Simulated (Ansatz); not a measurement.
**The 3-layer 2H-MoS2 (2H stacking) between two gates**

How do the bands of the 3-layer 2H-MoS2 (2H stacking) follow a displacement field between two gates?

Method: plane-wave DFT, r2SCAN-D4, Ansatz PAW, in the first sound run; inputs show where later runs differ, in Ansatz 0.2.0.

### 1. The starting structure

The cell holds 9 atoms: 6 S and 3 Mo. Cell: a = 3.180 Å, b = 3.180 Å, c = 62.588 Å, α = 90.0°, β = 90.0°, γ = 120.0°. Regions: layer 1: 2H-MoS2, 3 atoms (2 S and 1 Mo); layer 2: 2H-MoS2, 3 atoms (2 S and 1 Mo); layer 3: 2H-MoS2, 3 atoms (2 S and 1 Mo). Vacuum lies along c.

### 2. Relaxing the slab

The starting cell is a guess, so the in-plane lattice and the atoms are relaxed first, with the slab cut off from its images along the normal.

input.yaml

```yaml
crystal:
  lattice:
    - [3.18, 0.0, 0.0]
    - [-1.59, 2.753960784, 0.0]
    - [0.0, 0.0, 62.587793216]
  atoms:
    - { symbol: S, position: [0.3333333333, 0.6666666667, 0.3738748212] }
    - { symbol: Mo, position: [0.0, 0.0, 0.399938991] }
    - { symbol: S, position: [0.3333333333, 0.6666666667, 0.4260031608] }
    - { symbol: S, position: [0.0, 0.0, 0.4739358302] }
    - { symbol: Mo, position: [0.3333333333, 0.6666666667, 0.5] }
    - { symbol: S, position: [0.0, 0.0, 0.5260641698] }
    - { symbol: S, position: [0.3333333333, 0.6666666667, 0.5739968392] }
    - { symbol: Mo, position: [0.0, 0.0, 0.600061009] }
    - { symbol: S, position: [0.3333333333, 0.6666666667, 0.6261251788] }
  periodic: [true, true, false]
kpoints:
  mp_grid: { grid: [12, 12, 1] }
hamiltonian:
  xc: r2scan
  dispersion: d4
scf:
  occupations: { method: fermi_dirac, width: 0.05 }
  convergence: { dr2_threshold: 1.0e-09 }
relax:
  f_tol: 0.004
  max_steps: 90
  cell: {}
output:
  write_potential: true
  write_density: true
  volumetric_format: npy
```

Launch:

```bash
$ ansatz run input.yaml --threads 4 --pin off --max-ram 12288MiB --backend cpu --events-out ev --progress --plain --runs-dir out
```

Numbers of over 12 decimals in the logs are rounded to 6 here.

Log:

```text
Warning: relax.cell: scf.convergence.dr2_threshold = 1e-9 eV is looser than the 1.35336253919e-10 eV advised for a relaxation that steers and ends on the stress (1e-10 eV for each atom of the cell: 9, times the square of relax.cell.stress_2d_tol = 0.05 N/m over 25.8 Å (the atoms' height at the walk's start and 5 Å past either face), 1.939e-2 GPa, over a crystal's default 0.05). What an SCF threshold leaves in a stress goes as its square root, and in the free energy as the threshold itself, and one threshold admits the most on a small cell: [figures from the program's tests cut] Set scf.convergence.dr2_threshold to 1.35336253919e-10 eV or tighter. [rest of the remark cut]
Engine: ansatz 0.2.0, x86_64-unknown-linux-gnu
Pseudopotentials: kind: paw
Pseudopotential: S, paw, valence charge 6, recommended cutoff 500 eV (meta_gga), S.paw.azcp
Pseudopotential: Mo, paw, valence charge 14, recommended cutoff 500 eV (meta_gga), Mo.paw.azcp
Functional definition: r2SCAN
  parameter k0 = 0.174
  parameter k1 = 0.065
  parameter a1 = 4.9479
  exchange = r2scan_x(k0 = k0, k1 = k1, a1 = a1)
  correlation = r2scan_c
Crystal: 9 atoms, lattice volume = 548.119 Å³
Basis set: ecut = 500 eV, 13843 PW (Γ), exchange–correlation on 96×96×1920 points (64 copies of the dense FFT grid, shifted against one another)
Bands: 48, of which v1, the nominal top of the filled ones, is band 39 counted from 1 (38 counted from 0)
Symmetry: 12 space group operations
Space group: P-6m2 (ITA 187), of the structure as read, at distance tolerance 8.2e-5 Å
k-points: 19 of 144 (time reversal used)
Non-local potential: S, projectors of the file, l = 0: 2, l = 1: 2, l = 2: 2
Non-local potential: Mo, projectors of the file, l = 0: 3, l = 1: 2, l = 2: 2, l = 3: 1
PAW form: soft (Blöchl's): semilocal exchange-correlation on the pseudo side does not see the compensation charge
PAW frozen core: S, regenerated for the run's functional (the file was generated under x = pbe(κ = 0.804, μ = 0.219515), c = pbe(β = 0.066725))
PAW frozen core: Mo, regenerated for the run's functional (the file was generated under x = pbe(κ = 0.804, μ = 0.219515), c = pbe(β = 0.066725))
PAW one-centre angular grid: S, 302 points (default); XC on 160 Gauss nodes
PAW one-centre angular grid: Mo, 590 points (default); XC on 160 Gauss nodes
Initial density: superposition of atomic densities (neutral atoms: chi_scale 0, normalization atom), corrected by the library's trained network
Initial wavefunctions: pseudopotential atomic-orbital guess
Functional: x = r2scan, c = r2scan; τ floored in thin density (d = 2e-4 eV/Å³)
SCF iter   1: F=—  HF=-20347.181841 eV  |F-HF|=—  |Δ(HF+E_count)|=         —  Δρ=6.22e-3  dr2=4.28e-1  dr2_τ=1.49e-1  ethr=1.77e-3  ⟨swp⟩=15.3  Hψ=6130  notcnv=0
preconditioner: auto → Resta (q_TF=auto, 1.971 Å⁻¹)  ε∞=3.2  [insulator: Δε(μ)=1.153 eV  Ē_g=7.949 eV  σ=0.050 eV  W_gap=1.00  n_scr=38 (ndim 8)  ℏωp=11.7 eV  f_vac=0.689  D(μ)=0.00/eV (n_scr^D=0)  ε∞_Penn≈3.2  vacuum switching on, ρ_ref=4.6e-3 e/Å³]
SCF iter   2: F=—  HF=-20347.318384 eV  |F-HF|=—  |Δ(HF+E_count)|=   1.37e-1  Δρ=4.83e-3  dr2=3.50e-1  dr2_τ=3.41e-2  ethr=5.49e-4  ⟨swp⟩=4.8  Hψ=2516  notcnv=0  defer=33
SCF iter   3: F=—  HF=-20347.281756 eV  |F-HF|=—  |Δ(HF+E_count)|=   3.66e-2  Δρ=2.24e-3  dr2=1.06e-2  dr2_τ=7.08e-4  ethr=4.48e-4  ⟨swp⟩=2.9  Hψ=1502  notcnv=0  defer=33
SCF iter   4: F=—  HF=-20347.294533 eV  |F-HF|=—  |Δ(HF+E_count)|=   1.28e-2  Δρ=8.48e-4  dr2=1.32e-2  dr2_τ=1.04e-3  ethr=1.36e-5  ⟨swp⟩=3.7  Hψ=2389  notcnv=0  defer=32
SCF iter   5: F=—  HF=-20347.293447 eV  |F-HF|=—  |Δ(HF+E_count)|=   1.09e-3  Δρ=2.51e-4  dr2=1.66e-3  dr2_τ=1.06e-4  ethr=1.36e-5  ⟨swp⟩=2.7  Hψ=1454  notcnv=0  defer=32
SCF iter   6: F=—  HF=-20347.293363 eV  |F-HF|=—  |Δ(HF+E_count)|=   8.40e-5  Δρ=7.16e-5  dr2=3.26e-5  dr2_τ=2.50e-6  ethr=2.12e-6  ⟨swp⟩=3.2  Hψ=1822  notcnv=0  defer=32
SCF iter   7: F=—  HF=-20347.293376 eV  |F-HF|=—  |Δ(HF+E_count)|=   1.32e-5  Δρ=1.95e-5  dr2=1.58e-6  dr2_τ=2.99e-7  ethr=4.18e-8  ⟨swp⟩=3.5  Hψ=2142  notcnv=0  defer=32
SCF iter   8: F=—  HF=-20347.293496 eV  |F-HF|=—  |Δ(HF+E_count)|=   1.20e-4  Δρ=6.00e-6  dr2=1.79e-7  dr2_τ=1.66e-8  ethr=2.02e-9  ⟨swp⟩=3.5  Hψ=2105  notcnv=0  defer=33
SCF iter   9: F=—  HF=-20347.293496 eV  |F-HF|=—  |Δ(HF+E_count)|=   2.40e-7  Δρ=2.64e-6  dr2=9.04e-8  dr2_τ=6.26e-9  ethr=2.29e-10  ⟨swp⟩=3.7  Hψ=2329  notcnv=0  defer=33
SCF iter  10: F=—  HF=-20347.293496 eV  |F-HF|=—  |Δ(HF+E_count)|=   1.11e-8  Δρ=1.93e-6  dr2=5.78e-8  dr2_τ=3.94e-9  ethr=1.16e-10  ⟨swp⟩=2.6  Hψ=1524  notcnv=0  defer=33
SCF iter  11: F=—  HF=-20347.293496 eV  |F-HF|=—  |Δ(HF+E_count)|=   2.44e-9  Δρ=8.75e-7  dr2=1.16e-8  dr2_τ=6.29e-11  ethr=7.40e-11  ⟨swp⟩=2.3  Hψ=1223  notcnv=0  defer=33
SCF iter  12: F=-20347.293496 eV  HF=-20347.293496 eV  |F-HF|=4.07e-10  |Δ(HF+E_count)|=   2.19e-9  Δρ=1.83e-7  dr2=6.45e-10  dr2_τ=1.79e-11  ethr=1.28e-12  ⟨swp⟩=10.9  Hψ=8458  notcnv=0
SCF 1 converged in 12 iterations: F = -20347.293496 eV  dr2 = 6.45e-10
  greatest PAW one-centre occupation: 0.996 electrons in one spin orbital (limit 2), on the Mo atom at site 4 (counted from 0), in its partial waves of l = 0
relax step   1: F+E_penalty+E_count = -20347.29349639 eV  Δ(F+E_penalty+E_count) = +0.000e0 eV  max|allowed force component| = 1.469e0 eV/Å  Δτ_max = 0.0000 Å  P = -8.598 N/m  Ω = 548.119 Å³  fix = [c, alpha, beta]  reactions: c -0.000 N/m  (12 SCF iters, accepted)
Crystal: 9 atoms, lattice volume = 564.261 Å³
Basis set: ecut = 500 eV, 14215 PW (Γ), exchange–correlation on 96×96×1920 points (64 copies of the dense FFT grid, shifted against one another)
Initial density: handed on by an earlier stage of this run
Initial wavefunctions: those handed on with the density
iter 1 solved again at ethr=3.67e-4 eV; its pass at ethr=3.10e-3 eV (dr2=2.86e-1 eV) is discarded
SCF iter   1: F=—  HF=-20346.677949 eV  |F-HF|=—  |Δ(HF+E_count)|=         —  Δρ=7.17e-3  dr2=2.94e-1  dr2_τ=7.99e-1  ethr=3.67e-4  ⟨swp⟩=2.8  Hψ=6775  notcnv=0
preconditioner: auto → Resta (q_TF=auto, 1.962 Å⁻¹)  ε∞=3.0  [insulator: Δε(μ)=0.439 eV  Ē_g=8.163 eV  σ=0.050 eV  W_gap=0.97  n_scr=38 (ndim 8)  ℏωp=11.5 eV  f_vac=0.694  D(μ)=0.01/eV (n_scr^D=0)  ε∞_Penn≈3.0  vacuum switching on, ρ_ref=4.8e-3 e/Å³]
SCF iter   2: F=—  HF=-20347.358165 eV  |F-HF|=—  |Δ(HF+E_count)|=   6.80e-1  Δρ=4.01e-3  dr2=1.29e-1  dr2_τ=1.84e-2  ethr=3.67e-4  ⟨swp⟩=3.1  Hψ=1843  notcnv=0
SCF iter   3: F=—  HF=-20347.347595 eV  |F-HF|=—  |Δ(HF+E_count)|=   1.06e-2  Δρ=2.47e-3  dr2=3.06e-2  dr2_τ=2.82e-3  ethr=1.65e-4  ⟨swp⟩=3.6  Hψ=2023  notcnv=0  defer=7
[...]
SCF iter   6: F=—  HF=-20347.650884 eV  |F-HF|=—  |Δ(HF+E_count)|=   1.94e-5  Δρ=6.28e-5  dr2=5.02e-5  dr2_τ=1.26e-6  ethr=4.99e-7  ⟨swp⟩=2.6  Hψ=1304  notcnv=0
SCF iter   7: F=—  HF=-20347.650899 eV  |F-HF|=—  |Δ(HF+E_count)|=   1.48e-5  Δρ=1.51e-5  dr2=3.44e-6  dr2_τ=8.85e-8  ethr=6.44e-8  ⟨swp⟩=3.2  Hψ=1727  notcnv=0
SCF iter   8: F=—  HF=-20347.651025 eV  |F-HF|=—  |Δ(HF+E_count)|=   1.27e-4  Δρ=1.15e-5  dr2=1.86e-6  dr2_τ=1.32e-7  ethr=4.41e-9  ⟨swp⟩=3.4  Hψ=2027  notcnv=0
SCF iter   9: F=—  HF=-20347.651025 eV  |F-HF|=—  |Δ(HF+E_count)|=   6.68e-8  Δρ=4.72e-6  dr2=2.33e-7  dr2_τ=1.61e-8  ethr=2.38e-9  ⟨swp⟩=2.7  Hψ=1387  notcnv=0
SCF iter  10: F=—  HF=-20347.651026 eV  |F-HF|=—  |Δ(HF+E_count)|=   2.24e-7  Δρ=1.46e-6  dr2=2.26e-8  dr2_τ=1.79e-9  ethr=2.99e-10  ⟨swp⟩=3.4  Hψ=2013  notcnv=0
SCF iter  11: F=—  HF=-20347.651026 eV  |F-HF|=—  |Δ(HF+E_count)|=   3.54e-8  Δρ=3.42e-7  dr2=1.46e-9  dr2_τ=7.88e-11  ethr=2.90e-11  ⟨swp⟩=3.3  Hψ=2055  notcnv=0
SCF iter  12: F=-20347.651026 eV  HF=-20347.651026 eV  |F-HF|=1.40e-9  |Δ(HF+E_count)|=   2.74e-9  Δρ=1.13e-7  dr2=1.25e-10  dr2_τ=9.27e-12  ethr=1.28e-12  ⟨swp⟩=12.4  Hψ=7727  notcnv=0
SCF 3 converged in 12 iterations: F = -20347.651026 eV  dr2 = 1.25e-10
relax step   3: F+E_penalty+E_count = -20347.65102576 eV  Δ(F+E_penalty+E_count) = -3.014e-1 eV  max|allowed force component| = 1.101e-1 eV/Å  Δτ_max = 0.1033 Å  P = -0.630 N/m  Ω = 546.082 Å³  energy of the carried Pulay correction = +1.474e-4 eV  fix = [c, alpha, beta]  reactions: c -0.000 N/m  (12 SCF iters, accepted)
[...]
relax step   4: F+E_penalty+E_count = -20347.65310478 eV  Δ(F+E_penalty+E_count) = -2.079e-3 eV  max|allowed force component| = 1.035e-2 eV/Å  Δτ_max = 0.0390 Å  P = +0.031 N/m  Ω = 545.969 Å³  energy of the carried Pulay correction = +1.556e-4 eV  fix = [c, alpha, beta]  reactions: c +0.000 N/m  (11 SCF iters, accepted)
[...]
relax step   5: F+E_penalty+E_count = -20347.65310773 eV  Δ(F+E_penalty+E_count) = -2.943e-6 eV  max|allowed force component| = 9.966e-4 eV/Å  Δτ_max = 0.0031 Å  P = -0.007 N/m  Ω = 546.119 Å³  energy of the carried Pulay correction = +1.447e-4 eV  fix = [c, alpha, beta]  reactions: c -0.000 N/m  (8 SCF iters, accepted)
Initial wavefunctions: pseudopotential atomic-orbital guess (no wavefunctions were taken with the density)
iter 1 solved again at ethr=5.81e-8 eV; its pass at ethr=3.10e-3 eV (dr2=4.53e-5 eV) is discarded
SCF iter   1: F=—  HF=-20347.652847 eV  |F-HF|=—  |Δ(HF+E_count)|=         —  Δρ=3.82e-6  dr2=1.15e-8  dr2_τ=8.21e-8  ethr=5.81e-8  ⟨swp⟩=7.6  Hψ=11803  notcnv=0
SCF iter   2: F=—  HF=-20347.652971 eV  |F-HF|=—  |Δ(HF+E_count)|=   1.24e-4  Δρ=1.86e-6  dr2=6.39e-9  dr2_τ=2.50e-9  ethr=1.47e-11  ⟨swp⟩=5.9  Hψ=3682  notcnv=0
SCF iter   3: F=—  HF=-20347.652971 eV  |F-HF|=—  |Δ(HF+E_count)|=   4.15e-9  Δρ=9.97e-7  dr2=4.81e-9  dr2_τ=1.18e-9  ethr=8.19e-12  ⟨swp⟩=3.4  Hψ=1751  notcnv=0
SCF iter   4: F=-20347.652971 eV  HF=-20347.652971 eV  |F-HF|=1.68e-9  |Δ(HF+E_count)|=  3.64e-10  Δρ=2.60e-7  dr2=6.93e-11  dr2_τ=8.23e-11  ethr=1.28e-12  ⟨swp⟩=13.5  Hψ=8534  notcnv=0
SCF 6 converged in 4 iterations: F = -20347.652971 eV  dr2 = 6.93e-11
relax step   6: F+E_penalty+E_count = -20347.65297097 eV  Δ(F+E_penalty+E_count) = +1.368e-4 eV  max|allowed force component| = 9.899e-4 eV/Å  Δτ_max = 0.0000 Å  P = -0.008 N/m  Ω = 546.119 Å³  fix = [c, alpha, beta]  reactions: c -0.000 N/m  stress off target by 8.14e-3 N/m on what of the cell is left free  SCF on the basis re-selected at this cell (its energy is not comparable with the rows above)  (4 SCF iters)
basis re-selected at this cell: Δ(F+E_penalty+E_count) = +1.368e-4 eV, ΔP = -0.002 N/m vs the last step (what re-selecting the basis moved, of the pressure what is left beyond the Pulay correction that the steps carried, after the strain that the cell walked since its last selection, with what the two solves' SCF thresholds leave and, on support functions, any second-order correction that the steps lacked; it is no m [...]
WARN: The output density's exchange-correlation potential varies sharply where the density is thin. Do not read a vacuum level from v_tot or v_xc, or from such a field of the output density. On a cell that repeats whose density bears no net charge and no dipole along the vacuum's axis use v_es (v_loc + v_h of the components); under efield.dipole_correction with no amplitude use v_es + v_field, which holds any externa [...]
SCF converged after 4 iterations
Free energy (F): -20347.652971 eV
Harris-Foulkes:  -20347.652971 eV  (|F-HF|=1.68e-9)
Internal energy: -20347.652971 eV  (E = F + TS)
E sigma→0 (E₀):  -20347.652971 eV
Entropy (-TS):   -0.000000 eV (-0.000 meV/atom)
Fermi energy:    -5.028052 eV
--- Per-component energies (eV) ---
  E_band       = -1794.173721
  E_kinetic    = 1964.427364
  E_local      = -612151.806549  (includes V_loc(G=0)·N_el)
  E_nonlocal   = 595.337245
  E_hartree    = 304760.517153
  E_xc         = -1087.833120
  E_vxc        = -1338.196136  (∫ρ·V_xc dr)
  E_paw        = -13307.517933  (= ΣΔE_a)
  E_vpaw       = -462.451526  (= ΣTr[D̂ρ^β])
  E_aug_tail   = 0.000027  (compensation charges beyond the density's cutoff)
  E_vtau       = 77.481039  (kinetic-family band-sum trace: ∫τ·v_τ [+ j·A + Jᵃ·Aᵃ] dr)
  E_ewald      = 298881.770719
  E_disp       = -1.225665  (pairwise vdW)
  E_core_change = -1.322212  (= ΣΔE_core)
  E_smearing   = -0.000000  (= −TS)
  E_closure    = 0.000000  (closes the sum)
  Σ components = -20347.652971   (vs F -20347.652971, Δ=0.00e0)
--- Forces (eV/Å), atoms counted from 1 ---
  atom   1  S      0.00000000    -0.00000000    -0.00053982
  atom   2  Mo     0.00000000    -0.00000000     0.00028690
  atom   3  S     -0.00000000    -0.00000000     0.00058238
  atom   4  S      0.00000000     0.00000000    -0.00098988
  atom   5  Mo    -0.00000000     0.00000000     0.00000000
  atom   6  S     -0.00000000     0.00000000     0.00098988
  atom   7  S     -0.00000000    -0.00000000    -0.00058238
  atom   8  Mo     0.00000000    -0.00000000    -0.00028690
  atom   9  S     -0.00000000    -0.00000000     0.00053982
  max |Σ_I F_I| component: 9.25e-17 eV/Å
--- 2D stress c σ (N/m, compression-positive) ---
       -0.008137       0.000000       0.000000
       -0.000000      -0.008137       0.000000
        0.000000       0.000000      -0.000000
  P = ½ c Tr σ = -0.0081 N/m
--- Band table (eV; the first three rows and the last of 19) ---
  k-point 0: bands = [... 35 lower, -7.3181, -6.3778, -5.8975, -5.5751, -3.2114, -3.2114, -3.1984, -3.1984, ... 5 higher]
  k-point 1: bands = [... 35 lower, -7.0395, -6.3963, -5.9868, -5.7410, -3.3167, -3.3049, -3.2923, -3.2130, ... 5 higher]
  k-point 2: bands = [... 35 lower, -6.9932, -6.5452, -6.3425, -6.2481, -3.7645, -3.6262, -3.4523, -3.4197, ... 5 higher]
  k-point 18: bands = [... 35 lower, -8.3765, -6.2409, -6.1915, -6.1469, -4.3927, -4.3882, -4.3878, -3.2172, ... 5 higher]
  the weakly bound empty levels are not read free of the cell's end (no_gap_told)
--- Relaxed structure (5 steps of the walk, 5 accepted, 1 SCFs on fresh bases) ---
  F+E_penalty+E_count = -20347.65297097 eV   max|allowed force component| = 9.899e-4 eV/Å   (the final SCF, on the basis selected at the relaxed cell)
  cell:  # Å, volume = 546.1190 Å³
    - [3.174194, -3.222859054701716e-19, 0]
    - [-1.587097, 2.748933, 0]
    - [0, 0, 62.587793216]
  atoms:
    - { symbol: S, position: [0.333333, 0.666667, 0.375340] }
    - { symbol: Mo, position: [0, -2.1701890401338506e-17, 0.400162] }
    - { symbol: S, position: [0.333333, 0.666667, 0.424984] }
    - { symbol: S, position: [-4.546001208010105e-19, -2.170189040133849e-17, 0.475184] }
    - { symbol: Mo, position: [0.333333, 0.666667, 0.5] }
    - { symbol: S, position: [4.546001208009088e-19, -2.170189040133849e-17, 0.524816] }
    - { symbol: S, position: [0.333333, 0.666667, 0.575016] }
    - { symbol: Mo, position: [0, -2.1701890401338506e-17, 0.599838] }
    - { symbol: S, position: [0.333333, 0.666667, 0.624660] }
```

The job ended after 4.3 min (4 threads of Intel Xeon Platinum 8259CL at 2.50GHz (Skylake/Cascade Lake), shared host; peak memory 2.2 GiB).

Step by step:

```
step  energy less that of the first step (eV)  largest force component (eV/Å)  volume (Å³)
   1                                   0.0000                          1.4686       548.12
   2                                  -0.0561                          1.3164       564.26
   3                                  -0.3575                          0.1101       546.08
   4                                  -0.3596                          0.0103       545.97
   5                                  -0.3596                          0.0010       546.12
  6*                                  -0.3595                          0.0010       546.12
```

Relaxation steps marked * repeat the geometry before them on a plane-wave basis chosen anew for their cell, so energy and pressure can jump there.

Forces are held to the 12 operations that the run works with; a distortion that breaks them can't arise in this run.

```
cell as run  before  after  change
      a (Å)   3.180  3.174  -0.2 %
      b (Å)   3.180  3.174  -0.2 %
```

The atoms that moved most (Å, along periodic axes as changes of fractional coordinates times the final cell, across vacuum about the mean position):

```
atom     dx     dy      dz  length
  S9  0.000  0.000  -0.092   0.092
  S1  0.000  0.000   0.092   0.092
  S4  0.000  0.000   0.078   0.078
  S6  0.000  0.000  -0.078   0.078
  S7  0.000  0.000   0.064   0.064
  S3  0.000  0.000  -0.064   0.064
 Mo2  0.000  0.000   0.014   0.014
 Mo8  0.000  0.000  -0.014   0.014
```

Final coordinates:

```cif
data_structure
_symmetry_space_group_name_H-M 'P 1'
_symmetry_Int_Tables_number 1
_cell_length_a 3.1742
_cell_length_b 3.1742
_cell_length_c 62.5878
_cell_angle_alpha 90.000
_cell_angle_beta 90.000
_cell_angle_gamma 120.000
_cell_volume 546.12
loop_
_atom_site_label
_atom_site_type_symbol
_atom_site_fract_x
_atom_site_fract_y
_atom_site_fract_z
_atom_site_occupancy
S1 S 0.33333 0.66667 0.37534 1
Mo2 Mo 0.00000 0.00000 0.40016 1
S3 S 0.33333 0.66667 0.42498 1
S4 S 0.00000 0.00000 0.47518 1
Mo5 Mo 0.33333 0.66667 0.50000 1
S6 S 0.00000 0.00000 0.52482 1
S7 S 0.33333 0.66667 0.57502 1
Mo8 Mo 0.00000 0.00000 0.59984 1
S9 S 0.33333 0.66667 0.62466 1
```

The lattice constant a goes from 3.180 to 3.174 Å.

(Continued in part 2 of 4.)

[Logs are printed without paths, hosts, clocks, repeated set-up lines and the standing remarks that a program may print on its own settings, such as how far it seeks lower states.]

[Hosts, paths, dates, database ids (printed as entryN), source tags and the programs' standing remarks are cut or masked in the printed files.]

[Maps of the electrostatic potential energy from Ansatz leave out the sawtooth potential of an applied field or a dipole correction, so their vacuum need not be flat; planar profiles and work functions include it.]
